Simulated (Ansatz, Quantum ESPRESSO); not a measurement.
# Complex bands of CaO, rock salt type, lattice constant set to 4.767 Å, part 4 of 4

Wanted: the complex band structure of CaO, rock salt type, lattice constant set to 4.767 Å, as for a tunnel barrier.

Quantum ESPRESSO 7.5; plane-wave DFT, LDA, GBRV ultrasoft pseudopotentials; cross-check by Ansatz 0.2.0 with PAW datasets.

So far. Step 2 (SCF with pw.x): The run needed 13 iterations to bring the estimated error under 1e-09 Ry.

## 5. Cross-check with Ansatz (continued)

Level of this step: plane-wave DFT, LDA, Ansatz PAW (Ansatz).

K across = (0, 0) in the cell's reciprocal vectors. The Re kz of states that move upwards by energy, zero at the highest filled level of the SCF mesh:

| energy (eV) | channel 1 (Å⁻¹) | channel 2 (Å⁻¹) | channel 3 (Å⁻¹) |
| --- | --- | --- | --- |
| -1.92 | - | - | - |
| -1.68 | -0.607 | -0.381 | - |
| -1.44 | -0.498 | -0.201 | - |
| -1.20 | -0.420 | - | - |
| -0.96 | -0.352 | - | - |
| -0.72 | -0.289 | - | - |
| -0.48 | -0.225 | - | - |
| -0.24 | -0.520 | -0.520 | -0.152 |
| 0.00 | - | - | - |
| 0.24 | - | - | - |
| 0.72 | - | - | - |
| 0.96 | - | - | - |
| 1.20 | - | - | - |
| 1.44 | - | - | - |
| 1.68 | - | - | - |
| 1.92 | - | - | - |
| 2.16 | - | - | - |
| 2.40 | - | - | - |
| 2.64 | - | - | - |
| 2.88 | - | - | - |
| 3.12 | - | - | - |
| 3.36 | - | - | - |
| 3.60 | 0.215 | - | - |
| 3.84 | 0.369 | - | - |
| 4.08 | 0.479 | - | - |
| 4.32 | 0.571 | - | - |
| 4.56 | 0.653 | - | - |
| 4.80 | -0.588 | 0.0573 | - |
| 5.28 | -0.441 | 0.257 | - |
| 5.52 | -0.365 | 0.329 | - |
| 5.76 | -0.282 | 0.399 | - |
| 6.00 | -0.181 | 0.468 | - |
| 6.24 | 0.0959 | 0.0959 | 0.536 |
| 6.48 | 0.226 | 0.226 | 0.604 |
| 6.72 | -0.647 | 0.310 | 0.310 |
| 6.96 | -0.581 | 0.379 | 0.379 |
| 7.20 | -0.513 | 0.441 | 0.441 |
| 7.44 | -0.443 | 0.499 | 0.499 |

K across = (1/2, 0) in the cell's reciprocal vectors; values within 0.0025 1/Å of each other count once, columns are sorted by size at each energy, a dash where no further value was kept. Table of Im kz of the slowest decaying states by energy, zero at the highest filled level of the SCF mesh:

| energy (eV) | decay 1 (Å⁻¹) | decay 2 (Å⁻¹) | decay 3 (Å⁻¹) |
| --- | --- | --- | --- |
| -1.92 | 0.265 | 0.556 | 0.726 |
| -1.44 | 0.300 | 0.441 | 0.459 |
| -0.96 | 0.463 | 0.550 | - |
| -0.48 | 0.310 | 0.616 | 0.660 |
| -0.24 | 0.366 | 0.637 | 0.706 |
| 0.00 | 0.404 | 0.652 | 0.738 |
| 0.24 | 0.433 | 0.663 | 0.762 |
| 0.72 | 0.475 | 0.674 | 0.793 |
| 1.20 | 0.504 | 0.674 | 0.810 |
| 1.68 | 0.527 | 0.663 | 0.816 |
| 2.16 | 0.549 | 0.640 | 0.815 |
| 2.64 | 0.588 | 0.808 | - |
| 2.88 | 0.583 | 0.803 | - |
| 3.36 | 0.568 | 0.788 | - |
| 3.84 | 0.548 | 0.769 | 1.46 |
| 4.32 | 0.522 | 0.744 | 1.40 |
| 4.80 | 0.488 | 0.714 | 1.33 |
| 5.28 | 0.445 | 0.679 | 1.26 |
| 5.76 | 0.385 | 0.635 | 1.18 |
| 6.00 | 0.345 | 0.610 | 1.13 |
| 6.48 | 0.310 | 0.550 | 1.02 |
| 6.96 | 0.262 | 0.471 | 0.847 |
| 7.44 | 0.351 | 0.472 | 0.521 |

K across = (1/2, 1/2) in the cell's reciprocal vectors; values within 0.0025 1/Å of each other count once, columns are sorted by size at each energy, a dash where no further value was kept. Table of Im kz of the slowest decaying states by energy, zero at the highest filled level of the SCF mesh:

| energy (eV) | decay 1 (Å⁻¹) | decay 2 (Å⁻¹) | decay 3 (Å⁻¹) |
| --- | --- | --- | --- |
| -1.92 | 0.313 | 0.786 | - |
| -1.68 | 0.245 | 0.703 | - |
| -1.20 | 0.749 | - | - |
| -0.96 | 0.873 | - | - |
| -0.72 | 0.941 | - | - |
| -0.24 | 0.143 | 0.179 | 1.02 |
| 0.00 | 0.229 | 0.277 | 1.05 |
| 0.24 | 0.282 | 0.327 | 1.07 |
| 0.72 | 0.351 | 0.373 | 1.11 |
| 0.96 | 0.375 | 0.381 | 1.12 |
| 1.20 | 0.383 | 0.395 | 1.13 |
| 1.68 | 0.369 | 0.425 | 1.15 |
| 1.92 | 0.355 | 0.436 | 1.15 |
| 2.16 | 0.336 | 0.445 | 1.16 |
| 2.64 | 0.282 | 0.459 | 1.16 |
| 2.88 | 0.243 | 0.463 | 1.16 |
| 3.36 | 0.111 | 0.469 | 1.16 |
| 3.60 | 0.470 | 1.16 | - |
| 3.84 | 0.470 | 1.16 | - |
| 4.32 | 0.467 | 1.16 | 1.46 |
| 4.56 | 0.464 | 1.15 | 1.43 |
| 4.80 | 0.459 | 1.15 | 1.40 |
| 5.28 | 0.447 | 1.14 | 1.33 |
| 5.52 | 0.440 | 1.14 | 1.30 |
| 5.76 | 0.431 | 1.13 | 1.26 |
| 6.24 | 0.408 | 1.12 | 1.18 |
| 6.48 | 0.394 | 1.11 | 1.14 |
| 6.72 | 0.378 | 1.09 | 1.10 |
| 7.20 | 0.337 | 0.990 | 1.09 |
| 7.44 | 0.310 | 0.929 | 1.08 |

K across = (1/4, 0) in the cell's reciprocal vectors; values within 0.0025 1/Å of each other count once, columns are sorted by size at each energy, a dash where no further value was kept. Im kz of the slowest decaying states against energy, zero at the highest filled level of the SCF mesh:

| energy (eV) | decay 1 (Å⁻¹) | decay 2 (Å⁻¹) | decay 3 (Å⁻¹) |
| --- | --- | --- | --- |
| -1.92 | 0.757 | 0.860 | - |
| -1.68 | 0.682 | 0.799 | 1.49 |
| -1.44 | 0.581 | 0.722 | 1.47 |
| -1.20 | 0.0944 | 0.412 | 0.616 |
| -0.96 | 0.286 | 0.421 | 1.42 |
| -0.72 | 0.397 | 0.437 | 0.447 |
| -0.48 | 0.324 | 0.444 | 0.474 |
| -0.24 | 0.087 | 0.461 | 0.477 |
| 0.00 | 0.200 | 0.479 | 0.553 |
| 0.24 | 0.254 | 0.495 | 0.588 |
| 0.72 | 0.318 | 0.523 | 0.617 |
| 0.96 | 0.339 | 0.534 | 0.624 |
| 1.20 | 0.355 | 0.544 | 0.628 |
| 1.44 | 0.368 | 0.553 | 0.628 |
| 1.68 | 0.378 | 0.560 | 0.626 |
| 1.92 | 0.386 | 0.566 | 0.621 |
| 2.16 | 0.392 | 0.571 | 0.614 |
| 2.40 | 0.397 | 0.576 | 0.605 |
| 2.64 | 0.399 | 0.579 | 0.593 |
| 2.88 | 0.401 | 0.580 | 0.663 |
| 3.12 | 0.400 | 0.564 | 0.583 |
| 3.36 | 0.399 | 0.546 | 0.584 |
| 3.60 | 0.396 | 0.526 | 0.585 |
| 3.84 | 0.393 | 0.502 | 0.584 |
| 4.08 | 0.389 | 0.475 | 0.583 |
| 4.32 | 0.386 | 0.441 | 0.573 |
| 4.56 | 0.393 | 0.481 | 0.551 |
| 4.80 | 0.344 | 0.368 | 0.526 |
| 5.28 | 0.303 | 0.466 | 0.568 |
| 5.52 | 0.258 | 0.430 | 0.563 |
| 5.76 | 0.193 | 0.388 | 0.558 |
| 6.00 | 0.113 | 0.338 | 0.553 |
| 6.24 | 0.0369 | 0.275 | 0.548 |
| 6.48 | 0.151 | 0.184 | 0.544 |
| 6.72 | 0.173 | 0.546 | 0.639 |
| 6.96 | 0.154 | 0.571 | 0.670 |
| 7.20 | 0.545 | 0.590 | 0.809 |
| 7.44 | 0.236 | 0.504 | 0.514 |

## 6. A check by hand

T falls as exp(−2κd). With κ = 0.294 1/Å, 10 Å of barrier pass exp(−2 × 0.294 × 10) = 0.0028 of that channel, interfaces aside.

## 7. Results

| Property | Result |
| --- | --- |
| gap on the SCF mesh | 3.48 eV |
| smallest κ at mid-gap among the four k points, at the zone centre | 0.294 Å⁻¹ |
| peak of the smallest κ in the stop band at the zone centre | 0.306 Å⁻¹ |
| peak of the smallest κ in the stop band at (1/2, 0) | 0.588 Å⁻¹ |
| peak of the smallest κ in the stop band at (1/2, 1/2) | 0.383 Å⁻¹ |
| peak of the smallest κ in the stop band at (1/4, 0) | 0.401 Å⁻¹ |
| energy of the peak at the zone centre, over the highest filled level | 2.40 eV |
| peak at the zone centre by Ansatz | 0.306 Å⁻¹ |

In words: With a gap of 3.48 eV on the mesh, the smallest κ at mid-gap among the four k points, at the zone centre is 0.294 Å⁻¹ (LDA, GBRV ultrasoft). For a barrier with the Fermi level at mid-gap the slowest state found, at the zone centre, loses a factor of ten in probability every 3.9 Å or so. Stop bands away from the zone centre are mostly wider than the gap, so their peaks can lie above the conduction bottom. At the zone centre pwcond's peak is 0.306 and Ansatz's 0.306 1/Å, 0 % apart. The cell is the a/√2 one, turned by 45°, with two primitive cells, so X along [001] folds onto kz = 0. A semilocal gap is too small, often by a third to a half and by more in narrow-gap crystals, so real barriers decay faster.

[Hosts, paths, dates, database ids (printed as entryN), source tags and the programs' standing remarks are cut or masked in the printed files.]

[Maps of the electrostatic potential energy from Ansatz leave out the sawtooth potential of an applied field or a dipole correction, so their vacuum need not be flat; planar profiles and work functions include it.]
